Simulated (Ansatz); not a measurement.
Two G0W0 runs on As (buckled honeycomb monolayer).

The cell holds 2 atoms: 2 As. Cell: a = 3.544 Å, b = 3.544 Å, c = 26.000 Å, α = 90.0°, β = 90.0°, γ = 120.0°. Vacuum lies along c.

```xyz
2
Lattice="3.5443 0.0000 0.0000 -1.7722 3.0695 0.0000 0.0000 0.0000 26.0000" Properties=species:S:1:pos:R:3
As    0.0000    2.0463   12.3054
As    1.7722    1.0232   13.6946
```

The structure was relaxed with PBEsol. The runs that relaxed it are not among those shown.

The first (Ansatz 0.2.0; start PBEsol, 6×6×1 mesh, 254 empty bands, screening to 54 eV, PAW set soft_1 files; 4 threads of Arm Neoverse V1, shared host) gave, on its mesh: starting gap 1.48 eV, G0W0 gap 2.25 eV, mean of 1 + 4πα/V (set by the cell height) 3.06, 45 s.

Question: The second changes empty bands from 254 to 90 and screening cutoff (eV) from 54.0 to 27.0. What does it give?

It gave: starting gap 1.48 eV, G0W0 gap 2.09 eV, mean of 1 + 4πα/V (set by the cell height) 3.12, 13 s. The G0W0 gap moves by −0.16 eV, +0.00 eV from the start and −0.16 eV from the correction. Σc changes by +0.38 eV at the valence top and +0.22 eV at the conduction bottom, and Σx − Vxc between them by +0.00 eV.

Limits: short of the basis limit; no spin-orbit coupling.

[Long decimals in the printed logs are rounded to 6 places.]

[Logs are printed without paths, hosts, clocks, repeated set-up lines and the standing remarks that a program may print on its own settings, such as how far it seeks lower states.]

[Paths, hosts, dates, memory and timing lines, banners, echoed tables and standing remarks are left out of the program output; an Ansatz launch command may be rebuilt from the run's recorded settings. Measured values are a selection of at most five: reports struck by readers or far from the other reports are left out. None is set beside runs whose start may be inverted or whose files or cutoffs have a known fault.]

[Runs of the session that timed out or met a known fault of the program may be left out.]

[Cells called generated may have been cut or substituted from an entry of the Crystallography Open Database or the Materials Project.]

[Hosts, paths, dates, database ids (printed as entryN), source tags and the programs' standing remarks are cut or masked in the printed files.]

[Where the starting crystal was built by hand or by swapping elements, it need not be the compound's stable phase.]
